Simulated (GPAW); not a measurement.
# Work function of S/Mo(110) at several levels, part 2 of 2

Wanted: work functions and dipole of S/Mo(110), with the cost of each level.

GPAW 26.7.0; GPAW, PAW setups; slab in vacuum, relaxation (the session's first sound run).

So far, upper work function (eV): step 2 (relaxing the atoms, PBE, GPAW) 4.48; step 3 (the slab's potential, PBE, GPAW) 4.48; step 4 (self-consistent run: xc = "RPBE") 4.38; step 5 (OptPBE vdW: xc = "optPBE-vdW", GPAW, PAW setups, GPAW) 4.72.

## 6. Self-consistent run: xc = "vdW-DF2"

The same geometry under vdW-DF2, to see how far the functional moves the levels against the vacuum (the van der Waals functionals take revPBE setups).

Input file run.py:

```python
import json
import numpy as np
from ase import Atoms
from gpaw import GPAW, PW

slab = Atoms(
    ['Mo', 'Mo', 'Mo', 'Mo', 'S'],
    positions=[
        [0.00000, 0.00000, 9.00000],
        [2.22739, -0.00000, 11.22739],
        [0.00000, 0.00000, 13.45291],
        [2.22739, -0.00000, 15.72959],
        [0.00000, 0.00000, 17.57493]],
    cell=[[2.22739, -1.575, 0.0], [2.22739, 1.575, 0.0], [0.0, 0.0, 26.89915]],
    pbc=[True, True, False])

slab.calc = GPAW(mode=PW(400), xc='vdW-DF2', kpts={'size': (12, 12, 1), 'gamma': True},
                 occupations={'name': 'fermi-dirac', 'width': 0.1}, nbands='160%',
                 convergence={'density': 1e-05}, maxiter=200,
                 poissonsolver={'dipolelayer': 'xy'},
                 symmetry={'tolerance': 1e-3}, txt='slab.txt')
result = {}
energy = slab.get_potential_energy()
fermi = slab.calc.get_fermi_level()
v = slab.calc.get_electrostatic_potential().mean((0, 1)) - fermi
n = slab.calc.get_pseudo_density().mean((0, 1))
L = slab.cell[2, 2]
z = np.arange(len(v)) * L / len(v)
low, high = slab.positions[:, 2].min(), slab.positions[:, 2].max()
below, above = np.interp([low - 6.8, high + 6.8], z, v)
slopes = [np.interp(x, z, np.gradient(v, z)) for x in (low - 6.8, high + 6.8)]
eps = np.array([[slab.calc.get_eigenvalues(k, s) for k in range(len(slab.calc.get_ibz_k_points()))]
                for s in range(slab.calc.get_number_of_spins())]) - fermi
top, bottom = eps[eps < 0].max(), eps[eps > 0].min()
dipole = slab.get_dipole_moment()[2]
print(f'energy {energy:.4f} eV, Fermi level {fermi:.4f} eV, dipole {dipole:.5f} e A')
print(f'potential 6.8 A off the faces, from the Fermi level: lower {below:.4f} eV, upper {above:.4f} eV')
print(f'slope of the potential there: lower {slopes[0]:.5f}, upper {slopes[1]:.5f} eV/A')
print(f'nearest levels on the mesh: {top:.4f} and {bottom:.4f} eV')
print('magnetic moment', round(slab.get_magnetic_moment(), 3))
result.update(energy=energy, fermi=fermi, dipole=dipole, below=below, above=above, slopes=slopes, edges=[top, bottom],
              z=z.tolist(), v=v.tolist(), n=n.tolist(), positions=slab.positions.tolist(),
              forces=slab.get_forces(apply_constraint=False).tolist(), moments=slab.get_magnetic_moments().tolist())
json.dump(result, open('result.json', 'w'))
```

On the command line:

```console
$ OMP_NUM_THREADS=1 OPENBLAS_NUM_THREADS=1 python run.py
```

The log of the run:

```text
energy -401.0646 eV, Fermi level 2.5110 eV, dipole 0.00131 e A
potential 6.8 A off the faces, from the Fermi level: lower 4.8953 eV, upper 4.8618 eV
slope of the potential there: lower -0.00012, upper 0.00006 eV/A
nearest levels on the mesh: -0.0114 and 0.0015 eV
magnetic moment 0.0
```

Run time: 5.6 min. Hardware: 1 thread of Arm Neoverse V1, shared host; peak memory 0.44 GiB.

Numbers from this step:

```
dipole along the normal                    : 0.001314 e·Å
levels nearest the Fermi level on the mesh : -0.01141, 0.001486 eV from the Fermi level
upper work function                        : 4.862 eV
lower work function                        : 4.895 eV
```

The upper face's work function is 4.862 eV, against 4.482 eV in the first plane-wave PBE run at this geometry.

## 7. Self-consistent run: xc = "revPBE"

The same geometry under revPBE, to see how far the functional moves the levels against the vacuum.

Edit run.py of step 6 so:

```diff
@@ -16,3 +16,3 @@
 
-slab.calc = GPAW(mode=PW(400), xc='vdW-DF2', kpts={'size': (12, 12, 1), 'gamma': True},
+slab.calc = GPAW(mode=PW(400), xc='revPBE', kpts={'size': (12, 12, 1), 'gamma': True},
                  occupations={'name': 'fermi-dirac', 'width': 0.1}, nbands='160%',
```

The log of the run:

```text
energy -45.3450 eV, Fermi level 2.7252 eV, dipole 0.00421 e A
potential 6.8 A off the faces, from the Fermi level: lower 4.4897 eV, upper 4.3815 eV
slope of the potential there: lower -0.00009, upper 0.00006 eV/A
nearest levels on the mesh: -0.0098 and 0.0119 eV
magnetic moment 0.0
```

The job ended after 4.5 min (1 thread; peak memory 0.32 GiB).

Numbers from this step:

- dipole along the normal: 0.004211 e·Å
- levels nearest the Fermi level on the mesh: -0.009821, 0.01194 eV from the Fermi level
- upper work function: 4.382 eV
- lower work function: 4.490 eV

The electrostatic potential energy of an electron (without an applied field's), less the Fermi level, planar mean oscillates, so the rows of the table below give means over windows of 2.26 Å about each position, cut where the curve ends. Its maxima inside the range that stand out by 2 % of the span (Å: eV): 10.1: -2.11, 12.4: -2.30, 14.6: -1.96, 16.8: -5.01. Its minima: 9.0: -28.0, 11.2: -28.6, 13.4: -28.6, 15.7: -28.9, 17.5: -25.4.

The electrostatic potential energy of an electron (without an applied field's), less the Fermi level, planar mean by z; means over each step:

| z (Å) | electrostatic potential energy of an electron (without an applied field's), less the Fermi level, planar mean (eV) |
| --- | --- |
| 1.13 | 4.49 |
| 3.39 | 4.49 |
| 5.65 | 4.43 |
| 7.91 | -5.45 |
| 10.17 | -13.7 |
| 12.43 | -13.8 |
| 14.69 | -13.3 |
| 16.95 | -14.9 |
| 19.21 | 2.65 |
| 21.47 | 4.38 |
| 23.73 | 4.38 |
| 25.99 | 4.38 |

The upper face's work function is 4.382 eV, against 4.482 eV in the first plane-wave PBE run at this geometry.

## 8. Self-consistent run: xc = "LDA"

The same geometry under LDA, to see how far the functional moves the levels against the vacuum.

Edit run.py of step 7 so:

```diff
@@ -16,3 +16,3 @@
 
-slab.calc = GPAW(mode=PW(400), xc='revPBE', kpts={'size': (12, 12, 1), 'gamma': True},
+slab.calc = GPAW(mode=PW(400), xc='LDA', kpts={'size': (12, 12, 1), 'gamma': True},
                  occupations={'name': 'fermi-dirac', 'width': 0.1}, nbands='160%',
```

The log of the run:

```text
energy -52.9118 eV, Fermi level 2.3672 eV, dipole 0.00690 e A
potential 6.8 A off the faces, from the Fermi level: lower 4.9162 eV, upper 4.7387 eV
slope of the potential there: lower -0.00009, upper 0.00005 eV/A
nearest levels on the mesh: -0.0024 and 0.0058 eV
magnetic moment 0.0
```

The job ended after 4.5 min (1 thread; peak memory 0.32 GiB).

Numbers from this step:

| Property | Result |
| --- | --- |
| dipole along the normal | 0.006899 e·Å |
| levels nearest the Fermi level on the mesh | -0.002395, 0.005841 eV from the Fermi level |
| upper work function | 4.739 eV |
| lower work function | 4.916 eV |

The electrostatic potential energy of an electron (without an applied field's), less the Fermi level, planar mean by z:

```csv
z (Å),"electrostatic potential energy of an electron (without an applied field's), less the Fermi level, planar mean (eV)"
0.0,4.83
0.5,4.92
1.0,4.92
1.5,4.92
2.0,4.92
2.5,4.92
3.0,4.92
3.5,4.92
4.0,4.92
4.5,4.91
5.0,4.91
5.5,4.90
6.0,4.87
6.5,4.75
7.0,4.36
7.5,3.10
8.0,-0.894
8.5,-13.3
9.0,-27.7
9.5,-13.4
10.0,-2.12
10.5,-6.45
11.0,-24.1
11.5,-22.6
12.0,-5.49
12.5,-2.70
13.0,-15.4
13.5,-27.9
14.0,-11.9
14.5,-1.82
15.0,-6.50
15.5,-24.3
16.0,-23.2
16.5,-7.05
17.0,-7.26
17.5,-24.3
18.0,-10.3
18.5,1.32
19.0,4.04
19.5,4.60
20.0,4.71
20.5,4.73
21.0,4.74
21.5,4.74
22.0,4.74
22.5,4.74
23.0,4.74
23.5,4.74
24.0,4.74
24.5,4.74
25.0,4.74
25.5,4.74
26.0,4.74
26.5,4.74
```

The upper face's work function is 4.739 eV, against 4.482 eV in the first plane-wave PBE run at this geometry.

## 9. Real-space grid: mode = "fd"

A real-space grid is a second complete basis, so it checks the plane-wave result.

Edit run.py of step 8 so:

```diff
@@ -3,3 +3,3 @@
 from ase import Atoms
-from gpaw import GPAW, PW
+from gpaw import GPAW
 
@@ -16,3 +16,3 @@
 
-slab.calc = GPAW(mode=PW(400), xc='LDA', kpts={'size': (12, 12, 1), 'gamma': True},
+slab.calc = GPAW(mode='fd', h=0.18, xc='PBE', kpts={'size': (12, 12, 1), 'gamma': True},
                  occupations={'name': 'fermi-dirac', 'width': 0.1}, nbands='160%',
```

The log of the run:

```text
energy -47.5495 eV, Fermi level -4.5486 eV, dipole 0.00529 e A
potential 6.8 A off the faces, from the Fermi level: lower 4.6169 eV, upper 4.4804 eV
slope of the potential there: lower -0.00001, upper 0.00000 eV/A
nearest levels on the mesh: -0.0081 and 0.0094 eV
magnetic moment 0.0
```

Run time: 28 min. Hardware: 1 thread; peak memory 1.8 GiB.

Numbers from this step:

```yaml
dipole_along_the_normal: 0.005293 e·Å
levels_nearest_the_fermi_level_on_the_mesh: -0.008090, 0.009360 eV from the Fermi level
upper_work_function: 4.480 eV
lower_work_function: 4.617 eV
```

The upper face's work function is 4.480 eV, against 4.482 eV in the first plane-wave PBE run at this geometry.

## 10. Atomic orbitals: mode = "lcao"

Atom-centred orbitals end a few angstrom from the surface, which tests how much the density's tail matters.

Edit run.py of step 9 so:

```diff
@@ -16,4 +16,4 @@
 
-slab.calc = GPAW(mode='fd', h=0.18, xc='PBE', kpts={'size': (12, 12, 1), 'gamma': True},
-                 occupations={'name': 'fermi-dirac', 'width': 0.1}, nbands='160%',
+slab.calc = GPAW(mode='lcao', basis='dzp', h=0.18, xc='PBE', kpts={'size': (12, 12, 1), 'gamma': True},
+                 occupations={'name': 'fermi-dirac', 'width': 0.1}, nbands='120%',
                  convergence={'density': 1e-05}, maxiter=200,
```

The log of the run:

```text
energy -44.8875 eV, Fermi level -4.5650 eV, dipole 0.00400 e A
potential 6.8 A off the faces, from the Fermi level: lower 4.6166 eV, upper 4.5134 eV
slope of the potential there: lower -0.00000, upper -0.00000 eV/A
nearest levels on the mesh: -0.0060 and 0.0121 eV
magnetic moment 0.0
```

Wall time 75 min (1 thread); peak memory 0.53 GiB.

This step gave:

```yaml
dipole_along_the_normal: 0.004000 e·Å
levels_nearest_the_fermi_level_on_the_mesh: -0.005990, 0.01215 eV from the Fermi level
upper_work_function: 4.513 eV
```

The electrostatic potential energy of an electron (without an applied field's), less the Fermi level, planar mean by z:

```csv
z (Å),"electrostatic potential energy of an electron (without an applied field's), less the Fermi level, planar mean (eV)"
0.0,4.57
0.5,4.62
1.0,4.62
1.5,4.62
2.0,4.62
2.5,4.62
3.0,4.62
3.5,4.62
4.0,4.62
4.5,4.62
5.0,4.61
5.5,4.60
6.0,4.56
6.5,4.45
7.0,4.08
7.5,2.86
8.0,-1.06
8.5,-13.6
9.0,-28.2
9.5,-13.8
10.0,-2.49
10.5,-6.81
11.0,-24.6
11.5,-22.9
12.0,-5.74
12.5,-3.04
13.0,-15.8
13.5,-28.3
14.0,-12.2
14.5,-2.11
15.0,-6.71
15.5,-24.6
16.0,-23.7
16.5,-7.51
17.0,-7.68
17.5,-24.6
18.0,-10.5
18.5,1.14
19.0,3.86
19.5,4.39
20.0,4.49
20.5,4.51
21.0,4.51
21.5,4.51
22.0,4.51
22.5,4.51
23.0,4.51
23.5,4.51
24.0,4.51
24.5,4.51
25.0,4.51
25.5,4.51
26.0,4.51
26.5,4.51
```

The upper face's work function is 4.513 eV, against 4.482 eV in the first plane-wave PBE run at this geometry.

## 11. The ladder

Times are for 1 thread of Arm Neoverse V1, shared host. Results by setting:

```csv
no.,run,upper work function (eV),lower work function (eV),time,memory (GiB)
1,pw,4.482,4.618,4.8 min,0.32
2,RPBE,4.381,4.469,4.9 min,0.32
3,optPBE vdW,4.720,4.794,5.6 min,0.44
4,vdW DF2,4.862,4.895,5.6 min,0.44
5,revPBE,4.382,4.490,4.5 min,0.32
6,LDA,4.739,4.916,4.5 min,0.32
7,fd,4.480,4.617,28 min,1.8
8,lcao,4.513,4.617,75 min,0.53
```

## 12. Side by side

Results and costs are gathered.

This step: comparison of work functions, dipole and cost (GPAW 26.7.0).

Ladder, by row:

```
      step  code  work function, upper (eV)  work function, lower (eV)  dipole (e Å)  wall time (s)  peak memory (GiB)  threads
        pw  GPAW                      4.482                      4.618      0.005277          287.7               0.32        1
      RPBE  GPAW                      4.381                      4.469       0.00342          295.3               0.32        1
optPBE-vdW  GPAW                       4.72                      4.794      0.002875          338.2               0.44        1
   vdW-DF2  GPAW                      4.862                      4.895      0.001314          334.7               0.44        1
    revPBE  GPAW                      4.382                       4.49      0.004211          268.4               0.32        1
       LDA  GPAW                      4.739                      4.916      0.006899          271.6               0.32        1
        fd  GPAW                       4.48                      4.617      0.005293           1650               1.84        1
      lcao  GPAW                      4.513                      4.617         0.004           4495               0.53        1
```

## 13. A changed run

One more run, with changed settings.

This step: GPAW, PAW setups; slab in vacuum (GPAW 26.7.0).

Edit run.py of step 10 so:

```diff
@@ -3,3 +3,4 @@
 from ase import Atoms
-from gpaw import GPAW
+from gpaw import GPAW, PW
+from gpaw.external import ConstantElectricField
 
@@ -16,6 +17,7 @@
 
-slab.calc = GPAW(mode='lcao', basis='dzp', h=0.18, xc='PBE', kpts={'size': (12, 12, 1), 'gamma': True},
-                 occupations={'name': 'fermi-dirac', 'width': 0.1}, nbands='120%',
-                 convergence={'density': 1e-05}, maxiter=200,
+slab.calc = GPAW(mode=PW(400), xc='PBE', kpts={'size': (12, 12, 1), 'gamma': True},
+                 occupations={'name': 'fermi-dirac', 'width': 0.1}, nbands='160%',
+                 convergence={'density': 1e-05}, maxiter=100,
                  poissonsolver={'dipolelayer': 'xy'},
+                 external=ConstantElectricField(1.5, [0, 0, 1]),
                  symmetry={'tolerance': 1e-3}, txt='slab.txt')
```

The log of the run:

```text
energy -47.9753 eV, Fermi level 1.3419 eV, dipole 0.84832 e A
potential 6.8 A off the faces, from the Fermi level: lower 18.1831 eV, upper -3.1757 eV
slope of the potential there: lower -0.57872, upper 0.01438 eV/A
nearest levels on the mesh: -0.0070 and 0.0183 eV
magnetic moment 0.0
```

Wall time 12 min (1 thread); peak memory 0.47 GiB.

The run finished. A setting was moved off its sound value on purpose, so it serves as a test and not as the result.

The fault put into the input: a field far too strong (field = 1.5).

Side by side:

```csv
quantity,this run,sound run,difference
dipole along the normal (e·Å),0.84832,0.0052768,0.843
```

The two runs differ clearly in the dipole along the normal: 0.848 e·Å against 0.00528 e·Å.

## 14. Outcome

```
work function, upper and lower face : 4.482 and 4.618 eV
dipole along the normal             : 0.00528 e Å
```

In words: With plane waves and PBE the work function is 4.48 eV on the upper face and 4.62 eV on the lower. The two faces differ by 0.14 eV, the step that the slab's dipole makes (e p/(ε0 A) gives 0.14 eV), so the dipole layer is needed. Over the sound runs of the table the upper face's work function spans 4.381 (RPBE) to 4.862 eV (vdW-DF2). The cell of 7.02 Å² holds one S, started on one chosen site; other sites and coverages weren't tried. The in-plane lattice was kept as typed, which isn't the functional's own and leaves some strain; spin-orbit coupling and temperature are left out.

[Logs are printed without paths, hosts, clocks, repeated set-up lines and the standing remarks that a program may print on its own settings, such as how far it seeks lower states.]

[Hosts, paths, dates, database ids (printed as entryN), source tags and the programs' standing remarks are cut or masked in the printed files.]
